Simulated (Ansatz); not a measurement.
## Quasiparticle gap of ZnS2 (Pa-3)

Wanted: the gap of ZnS2 (Pa-3) with a many-body correction, and the time that it takes.

Main program and level: Ansatz 0.2.0; LDA, then G0W0 on it, plane waves, PAW.

### Step 1. The starting structure

It takes space group Pa-3 (No. 205, cubic). Conventional cell: a = 5.945 Å, b = 5.945 Å, c = 5.945 Å, α = 90.00°, β = 90.00°, γ = 90.00°. Zn has 6 S at 2.52 Å nearest. Nearest to S lie 1 S at 2.06 Å and 3 Zn at 2.52 Å. Farther neighbours and most contacts between anions are not listed.

The cell and positions are those that the Materials Project relaxed with its own functionals (PBE, PBE+U or r2SCAN), kept fixed. At the settings of the band run the largest force is still 0.23 eV/Å. The default PAW set here is soft_2. Its files were made with PBE.

### Step 2. The LDA band structure

Levels along a band path and on the mesh show where this functional puts the band edges.

This step: DFT, LDA, plane waves, PAW.

File input.yaml:

```yaml
crystal:
  lattice:
    - [5.94543046, 0.0, 0.0]
    - [0.0, 5.94543046, 0.0]
    - [0.0, 0.0, 5.94543046]
  atoms:
    - { symbol: Zn, position: [0.5, 0.5, 0.0] }
    - { symbol: Zn, position: [0.5, 0.0, 0.5] }
    - { symbol: Zn, position: [0.0, 0.5, 0.5] }
    - { symbol: Zn, position: [0.0, 0.0, 0.0] }
    - { symbol: S, position: [0.10024639, 0.89975361, 0.39975361] }
    - { symbol: S, position: [0.89975361, 0.39975361, 0.10024639] }
    - { symbol: S, position: [0.39975361, 0.10024639, 0.89975361] }
    - { symbol: S, position: [0.60024639, 0.60024639, 0.60024639] }
    - { symbol: S, position: [0.89975361, 0.10024639, 0.60024639] }
    - { symbol: S, position: [0.10024639, 0.60024639, 0.89975361] }
    - { symbol: S, position: [0.60024639, 0.89975361, 0.10024639] }
    - { symbol: S, position: [0.39975361, 0.39975361, 0.39975361] }
kpoints:
  mp_grid: { grid: [4, 4, 4] }
  band_path:
    path:
      - [[0.0, 0.0, 0.0], [0.0, 0.5, 0.0], [0.5, 0.5, 0.0], [0.0, 0.0, 0.0], [0.5, 0.5, 0.5], [0.0, 0.5, 0.0]]
      - [[0.5, 0.5, 0.5], [0.5, 0.5, 0.0], [0.5, 0.0, 0.0]]
    npoints: 10
hamiltonian:
  xc: lda
scf:
  occupations: { method: fermi_dirac, width: 0.02 }
  n_extra_bands: 8
output:
  eigenvalues: true
  forces: true
  stress: true
```

Run with:

```
ansatz run input.yaml --threads 24 --pin off --max-ram 82944MiB --backend cuda --events-out ev --progress --plain --runs-dir out --devices 1 --max-vram 78GiB
```

Numbers of over 12 decimals in the logs are rounded to 6 here.

Log:

```text
scf.n_extra_bands = 8 over 48 filled bands (N_el = 96.0): the run solves 56 bands
GPUs: using 1 of 1 available (devices: 1).
Engine: ansatz 0.2.0, aarch64-unknown-linux-gnu
Pseudopotentials: kind: paw
Pseudopotential: Zn, paw, valence charge 12, recommended cutoff 420 eV (normal), Zn.paw.azcp
Pseudopotential: S, paw, valence charge 6, recommended cutoff 420 eV (normal), S.paw.azcp
Functional definition: SPW92
  exchange = slater_x
  correlation = pw_c
device memory: the entry about to start is reckoned to put 13.5 GiB on a device that reports 172.9 GiB free (of which the cap on the GPU budget leaves the run 78.0 GiB)
GPU FFT provider: cuFFT
GPU libraries: cuBLAS 13.8.1, cuFFT 12.4.0, cuSOLVER 12.3.2
GPU matrix products: emulated (plane waves: as basis.precision tells), large ones in fixed point in workspaces of 1.00 GiB
Crystal: 12 atoms, lattice volume = 210.160 Å³
Basis set: ecut = 420 eV, 4067 PW (Γ)
Bands: 56, of which v1, the nominal top of the filled ones, is band 48 counted from 1 (47 counted from 0)
Symmetry: 24 space group operations
Space group: Pa-3 (ITA 205), of the structure as read, at distance tolerance 5.9e-5 Å
k-points: 11 of 64
Non-local potential: Zn, projectors of the file, l = 0: 2, l = 1: 2, l = 2: 3, l = 3: 1
Non-local potential: S, projectors of the file, l = 0: 2, l = 1: 2, l = 2: 2
PAW form: soft (Blöchl's): semilocal exchange-correlation on the pseudo side does not see the compensation charge
PAW frozen core: Zn, regenerated for the run's functional, and the local potential with it (the file was generated under x = pbe(κ = 0.804, μ = 0.219515), c = pbe(β = 0.066725))
PAW frozen core: S, regenerated for the run's functional, and the local potential with it (the file was generated under x = pbe(κ = 0.804, μ = 0.219515), c = pbe(β = 0.066725))
PAW one-centre angular grid: Zn, 590 points (default); XC on 64 Gauss nodes
PAW one-centre angular grid: S, 110 points (default); XC on 64 Gauss nodes
Initial density: superposition of atomic densities (neutral atoms: chi_scale 0, normalization atom), corrected by the library's trained network
Initial wavefunctions: pseudopotential atomic-orbital guess
GPU buffer pool allocated for 64000 grid points (all kernels)
GPU transforms: local potential and band sums: pruned to the plane-wave sphere, on 40×40×40
Functional: x = slater, c = lda
SCF iter   1: F=—  HF=-19946.438687 eV  |F-HF|=—  |Δ(HF+E_count)|=         —  Δρ=7.13e-3  dr2=9.26e-2  ethr=1.77e-3  ⟨swp⟩=8.6  Hψ=2578  notcnv=0
preconditioner: auto → Resta (q_TF=auto, 2.394 Å⁻¹)  ε∞=8.2  [insulator: Δε(μ)=1.220 eV  Ē_g=9.326 eV  σ=0.020 eV  W_gap=1.00  n_scr=56 (ndim 8)  ℏωp=25.1 eV  f_vac=0.000  D(μ)=0.00/eV (n_scr^D=0)  ε∞_Penn≈8.2]
SCF iter   2: F=—  HF=-19946.418867 eV  |F-HF|=—  |Δ(HF+E_count)|=   1.98e-2  Δρ=3.58e-3  dr2=2.67e-2  ethr=9.64e-5  ⟨swp⟩=2.9  Hψ=1282  notcnv=0  defer=37
SCF iter   3: F=—  HF=-19946.413842 eV  |F-HF|=—  |Δ(HF+E_count)|=   5.03e-3  Δρ=2.09e-3  dr2=4.52e-3  ethr=2.78e-5  ⟨swp⟩=2.2  Hψ=1073  notcnv=0  defer=39
SCF iter   4: F=—  HF=-19946.410887 eV  |F-HF|=—  |Δ(HF+E_count)|=   2.95e-3  Δρ=3.81e-4  dr2=1.90e-4  ethr=4.71e-6  ⟨swp⟩=2.0  Hψ=1061  notcnv=0  defer=39
SCF iter   5: F=—  HF=-19946.410895 eV  |F-HF|=—  |Δ(HF+E_count)|=   7.83e-6  Δρ=7.77e-5  dr2=1.31e-5  ethr=1.98e-7  ⟨swp⟩=3.0  Hψ=1149  notcnv=0  defer=39
SCF iter   6: F=—  HF=-19946.410880 eV  |F-HF|=—  |Δ(HF+E_count)|=   1.49e-5  Δρ=2.42e-5  dr2=1.20e-6  ethr=1.36e-8  ⟨swp⟩=2.0  Hψ=1065  notcnv=0  defer=39
SCF iter   7: F=-19946.410880 eV  HF=-19946.410880 eV  |F-HF|=1.12e-9  |Δ(HF+E_count)|=   2.89e-7  Δρ=3.62e-6  dr2=2.32e-8  ethr=1.04e-10  ⟨swp⟩=7.8  Hψ=2745  notcnv=0
SCF 1 converged in 7 iterations: F = -19946.410880 eV  dr2 = 2.32e-8
  greatest PAW one-centre occupation: 0.989 electrons in one spin orbital (limit 2), on the Zn atom at site 3 (counted from 0), in its partial waves of l = 2
device memory: the entry about to start is reckoned to put 9.1 GiB on a device that reports 174.3 GiB free (of which the cap on the GPU budget leaves the run 78.0 GiB)
NSCF: frozen V_eff on 72 k-points, pencils in batches of 32, up to order 248
SCF converged after 7 iterations
Free energy (F): -19946.410880 eV
Harris-Foulkes:  -19946.410880 eV  (|F-HF|=1.12e-9)
Internal energy: -19946.410880 eV  (E = F + TS)
E sigma→0 (E₀):  -19946.410880 eV
Fermi energy:    8.548316 eV
--- Per-component energies (eV) ---
  E_band       = 116.141333
  E_kinetic    = 1383.110413
  E_local      = -8191.434903  (includes V_loc(G=0)·N_el)
  E_nonlocal   = 2712.347807
  E_hartree    = 3388.564756
  E_xc         = -1309.657853
  E_vxc        = -913.255400  (∫ρ·V_xc dr)
  E_paw        = -11584.273551  (= ΣΔE_a)
  E_vpaw       = -1651.752805  (= ΣTr[D̂ρ^β])
  E_aug_tail   = -0.001438  (compensation charges beyond the density's cutoff)
  E_ewald      = -6352.520257
  E_core_change = 7.454146  (= ΣΔE_core)
  E_smearing   = -0.000000  (= −TS)
  E_closure    = -0.000000  (closes the sum)
  Σ components = -19946.410880   (vs F -19946.410880, Δ=0.00e0)
--- Forces (eV/Å), atoms counted from 1 ---
  atom   1  Zn     0.00000000    -0.00000000     0.00000000
  atom   2  Zn     0.00000000    -0.00000000     0.00000000
  atom   3  Zn     0.00000000     0.00000000     0.00000000
  atom   4  Zn     0.00000000    -0.00000000    -0.00000000
  atom   5  S      0.13121672    -0.13121672    -0.13121672
  atom   6  S     -0.13121672    -0.13121672     0.13121672
  atom   7  S     -0.13121672     0.13121672    -0.13121672
  atom   8  S      0.13121672     0.13121672     0.13121672
  atom   9  S     -0.13121672     0.13121672     0.13121672
  atom  10  S      0.13121672     0.13121672    -0.13121672
  atom  11  S      0.13121672    -0.13121672     0.13121672
  atom  12  S     -0.13121672    -0.13121672    -0.13121672
  max |Σ_I F_I| component: 5.55e-17 eV/Å
--- Stress (GPa, compression-positive) ---
       -4.371744       0.000000       0.000000
        0.000000      -4.371744       0.000000
        0.000000       0.000000      -4.371744
  P = ⅓ Tr σ = -4.3717 GPa (-43.717 kbar)
--- Band table (eV; the first three rows and the last of 11) ---
  k-point 0: bands = [... 44 lower, 7.2062, 7.2062, 7.9280, 7.9280, 9.5668, 10.0733, 10.7017, 10.7017, ... 4 higher]
  k-point 1: bands = [... 44 lower, 6.9432, 7.0008, 7.4119, 7.8815, 9.5565, 9.7940, 10.2682, 10.3632, ... 4 higher]
  k-point 2: bands = [... 44 lower, 6.0957, 6.0957, 7.7060, 7.7060, 9.7385, 9.7385, 9.7947, 9.7947, ... 4 higher]
  k-point 10: bands = [... 44 lower, 5.5633, 5.5633, 5.5633, 5.5633, 9.7640, 9.7640, 9.7640, 9.7640, ... 4 higher]
```

Elapsed: 1.2 s, on 1 × NVIDIA GB200 (shared by 2 runs) with 24 threads of Arm Neoverse V2, shared host; peak memory 1.1 GiB; 3.6 s of CPU time.

This step gave:

| Property | Result |
| --- | --- |
| pressure | -4.372 GPa |
| filled bands | 48 |
| gap | 1.263 eV |
| valence top at | Γ |
| conduction bottom at | k = (0.200, 0.200, 0.200) |
| least direct gap | 1.639 eV |

Over mesh and path the gap is 1.263 eV, from k = Γ to k = (0.200, 0.200, 0.200). The least direct gap found is 1.639 eV, at k = Γ. The pressure in this cell is -4 GPa; the cell is kept.

Electronic bands along the path, in eV, zero at the top of the highest nominally filled band:

```tsv
point	band 45	band 46	band 47	band 48	band 49	band 50	band 51	band 52
Γ	-0.72	-0.72	0.00	0.00	1.64	2.15	2.77	2.77
halfway	-0.98	-0.93	-0.52	-0.05	1.63	1.87	2.34	2.44
X	-1.83	-1.83	-0.22	-0.22	1.81	1.81	1.87	1.87
halfway	-1.81	-1.81	-0.87	-0.87	1.80	1.80	1.92	1.92
M	-1.67	-1.67	-1.67	-1.67	1.67	1.67	1.67	1.67
halfway	-1.05	-1.05	-0.83	-0.65	1.56	1.85	1.92	2.47
Γ	-0.72	-0.72	0.00	0.00	1.64	2.15	2.77	2.77
halfway	-1.27	-1.27	-0.96	-0.96	1.26	1.98	2.28	2.28
R	-2.36	-2.36	-2.36	-2.36	1.84	1.84	1.84	1.84
halfway	-1.68	-1.68	-1.18	-1.18	1.76	1.76	2.24	2.24
X	-1.83	-1.83	-0.22	-0.22	1.81	1.81	1.87	1.87
jump to R	-2.36	-2.36	-2.36	-2.36	1.84	1.84	1.84	1.84
halfway	-1.78	-1.78	-1.78	-1.78	2.04	2.04	2.04	2.04
M	-1.67	-1.67	-1.67	-1.67	1.67	1.67	1.67	1.67
halfway	-1.69	-1.69	-0.74	-0.74	1.67	1.67	1.92	1.92
X1	-1.83	-1.83	-0.22	-0.22	1.81	1.81	1.87	1.87
```

(Continued in part 2 of 2.)

[Paths, hosts, dates, memory and timing lines, banners, echoed tables and standing remarks are left out of the program output.]

[Logs are printed without paths, hosts, clocks, repeated set-up lines and the standing remarks that a program may print on its own settings, such as how far it seeks lower states.]

[Runs of the session that timed out or met a known fault of the program may be left out.]

[Cells called generated may have been cut or substituted from an entry of the Crystallography Open Database or the Materials Project.]

[Hosts, paths, dates, database ids (printed as entryN), source tags and the programs' standing remarks are cut or masked in the printed files.]

[Where an RPA ε∞ is given, it is that of the G0W0 mesh and is not shown converged in it. Names of k-points follow the symmetry that the program found, which can be lower than the space group named. Band edges on a path are those of the sampled points; other points can move an edge, and change direct to indirect where valleys lie close.]

[Hybrid gaps are those of their k-mesh and are not shown converged in it.]
